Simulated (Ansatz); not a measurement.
# Debugging a many-body input for MoS2 (P6_3/mmc)

A first try at the G0W0 gap of MoS2 (P6_3/mmc), what the program said, and an input that works.

Method: G0W0 on PBE, plane waves, PAW, in Ansatz 0.2.0.

The database entry behind the starting cell differs from later determinations by our own check (about 0.3 % long), so it need not match the best structure at ambient conditions.

## 1. The starting structure

It takes space group P6_3/mmc (No. 194, hexagonal). The conventional cell has a = 3.169 Å, b = 3.169 Å, c = 12.324 Å, α = 90.00°, β = 90.00°, γ = 120.00°. Nearest to Mo lie 6 S at 2.41 Å. S has 3 Mo at 2.41 Å nearest. Farther neighbours and most contacts between anions are not listed.

The cell and positions come from the Crystallography Open Database and are kept as given unless a step says otherwise. The default PAW set here is soft_2. Its files were made with PBE.

## 2. First try

File input.yaml:

```yaml
crystal:
  lattice:
    - [3.169, 0.0, 0.0]
    - [-1.5845, 2.7444345046, 0.0]
    - [0.0, 0.0, 12.324]
  atoms:
    - { symbol: Mo, position: [0.3333333333, 0.6666666667, 0.25] }
    - { symbol: Mo, position: [0.6666666667, 0.3333333333, 0.75] }
    - { symbol: S, position: [0.3333333333, 0.6666666667, 0.623] }
    - { symbol: S, position: [0.6666666667, 0.3333333333, 0.123] }
    - { symbol: S, position: [0.3333333333, 0.6666666667, 0.877] }
    - { symbol: S, position: [0.6666666667, 0.3333333333, 0.377] }
kpoints:
  mp_grid: { grid: [6, 6, 2] }
hamiltonian:
  xc: pbe
scf:
  occupations: { method: fixed }
gw:
  n_empty_bands: 100000
  ecut_chi: 80
  qp_bands: [v2, c2]
  qp_kpoints: band_edges
  screening: { model: contour_deformation }
```

Launch:

```
> ansatz run input.yaml --threads 3 --pin off --max-ram 92160MiB --backend cpu --events-out ev --progress --plain --runs-dir out
```

Numbers of over 12 decimals in the logs are rounded to 6 here.

Output:

```text
Error: inconsistent input (gw.n_empty_bands, basis.ecutwfc): the count of 100026 bands up to the last of gw.n_empty_bands exceeds the smallest per-k basis n_pw = 2081 of the GW NSCF pass (the SCF k-mesh) (at k = [0.000000, 0.000000, 0.000000] in reciprocal lattice vectors) — raise basis.ecutwfc, or ask for fewer bands where the run can do with them
```

The job ended after 0.08 s (3 threads of AMD EPYC 7R13 (Zen 3), shared host; peak memory 0.083 GiB).

**Diagnosis.**

The program refused the input before any cycle.

The program's message: “Error: inconsistent input (gw.n_empty_bands, basis.ecutwfc): the count of 100026 bands up to the last of gw.n_empty_bands exceeds the smallest per-k basis n_pw = 2081 of the GW NSCF pass (the SCF k-me …”

The fault: more bands than plane waves. A basis holds no more bands than it has plane waves.

## 3. A better input

G0W0 replaces the xc potential by the self-energy, built once from these orbitals. Only a window of levels is corrected, while the sums run over the empty bands that the input names.

input.yaml, as its differences from that of step 2:

```diff
@@ -19,4 +19,4 @@
 gw:
-  n_empty_bands: 100000
-  ecut_chi: 80
+  n_empty_bands: 1264
+  ecut_chi: 300
   qp_bands: [v2, c2]
```

Launch:

```
> ansatz run input.yaml --threads 3 --pin off --max-ram 92160MiB --backend cuda --events-out ev --progress --plain --runs-dir out --devices 1 --max-vram 13GiB
```

Output:

```text
GPUs: using 1 of 1 available (devices: 1).
[...]
device memory: the entry about to start is reckoned to put 1.1 GiB on a device that reports 63.9 GiB free (of which the cap on the GPU budget leaves the run 13.0 GiB)
GPU FFT provider: cuFFT
GPU libraries: cuBLAS 13.8.2, cuFFT 12.4.0, cuSOLVER 12.3.4
Crystal: 6 atoms, lattice volume = 107.183 Å³
Basis set: ecut = 420 eV, 2081 PW (Γ)
Bands: 32, of which v1, the nominal top of the filled ones, is band 26 counted from 1 (25 counted from 0)
Symmetry: 24 space group operations
[...]
k-points: 14 of 72
[...]
GPU buffer pool allocated for 51840 grid points (all kernels)
GPU transforms: local potential and band sums: pruned to the plane-wave sphere, on 24×24×90
[...]
SCF iter   1: F=—  HF=-13525.526697 eV  |F-HF|=—  |Δ(HF+E_count)|=         —  Δρ=5.46e-3  dr2=7.41e-3  ethr=1.77e-3  ⟨swp⟩=5.0  Hψ=1664  notcnv=0  defer=42
[...]
0    25      9.7496   -18.6978     0.8322   -17.5874  0.7262     9.4699     9.4714  root
     0    26     10.8968   -19.7402     0.2721   -19.1818  0.7334    10.6096    10.6104  root
     0    27     12.9944   -13.7864    -4.5687   -18.5169  0.7379    13.1567    13.1562  root
     0    28     12.9944   -13.7864    -4.5687   -18.5169  0.7379    13.1567    13.1562  root
     1    25     10.6302   -19.4298     0.5443   -18.5535  0.7354    10.2969    10.2982  root
     1    26     10.6302   -19.4298     0.5443   -18.5535  0.7354    10.2969    10.2982  root
     1    27     12.9998   -13.7331    -4.5640   -18.4521  0.7377    13.1553    13.1549  root
     1    28     12.9998   -13.7331    -4.5640   -18.4521  0.7377    13.1553    13.1549  root
[...]
13    25     10.2018   -19.2682     0.2405   -18.8105  0.7350     9.9840     9.9845  root
    13    26     10.2018   -19.2682     0.2405   -18.8105  0.7350     9.9840     9.9845  root
    13    27     11.9456   -16.1207    -4.2106   -20.5422  0.7272    12.1572    12.1565  root
    13    28     11.9456   -16.1207    -4.2106   -20.5422  0.7272    12.1572    12.1565  root
[key lines of the parts left out:]
SCF converged after 7 iterations
Free energy (F): -13525.540647 eV
Fermi energy:    10.896774 eV
```

Run time: 2.2 min. Hardware: 1 × NVIDIA H100 80GB HBM3 (shared by 6 runs) with 3 threads; peak memory 5.4 GiB.

The column dr2 measures how far the density is from self-consistency, as an energy; F and HF (Harris–Foulkes) agree once it is small.

This step gave:

| Property | Result |
| --- | --- |
| bands summed | 1290 |
| RPA ε∞ on this mesh (eigenvalues) | 6.222, 14.89, 14.89 |
| plane waves in the screening matrix | 1277 |
| q-points in the mesh | 72 |
| G0W0 gap on the mesh | 1.273 eV |
| k of the valence top | 0, 0, 0 |
| k of the conduction bottom | 0.1667, 0.1667, 0 |
| starting gap on the mesh | 0.8857 eV |
| Z at the valence top | 0.7334 |
| Z at the conduction bottom | 0.7447 |
| least direct G0W0 gap on the computed points | 2.076 eV |

The gap on the mesh goes from 0.89 eV to 1.27 eV, a correction of +0.39 eV. Between the two edge states, bare exchange in place of the xc potential would open the gap by 4.75 eV, and correlation takes back 4.36 eV.

## 4. Outcome

```json
{"first try": "refused after 0.08 s", "better run": "G0W0 gap on the mesh 1.27 eV (6×6×2 mesh, 1264 empty bands, screening to 300 eV)"}
```

The second run differs in: empty bands and screening cutoff (eV). Bands and cutoff are finite, so the gap is not at the basis limit. The miss can reach some tenths of an eV and take either sign; the mesh is an error of its own. The 6×6×2 mesh is coarse for this cell (its supercell is 19 Å along the shortest edge). The RPA ε∞ on it, from the PBE start, is 6.22 and 14.89; such meshes misread the long-range screening, most where the gap is narrow. The many-body steps are scalar-relativistic: spin-orbit coupling is not in them.

[Paths, hosts, dates, memory and timing lines, banners, echoed tables and standing remarks are left out of the program output.]

[Logs are printed without paths, hosts, clocks, repeated set-up lines and the standing remarks that a program may print on its own settings, such as how far it seeks lower states.]

[Runs of the session that timed out or met a known fault of the program may be left out.]

[Cells called generated may have been cut or substituted from an entry of the Crystallography Open Database or the Materials Project.]

[Hosts, paths, dates, database ids (printed as entryN), source tags and the programs' standing remarks are cut or masked in the printed files.]
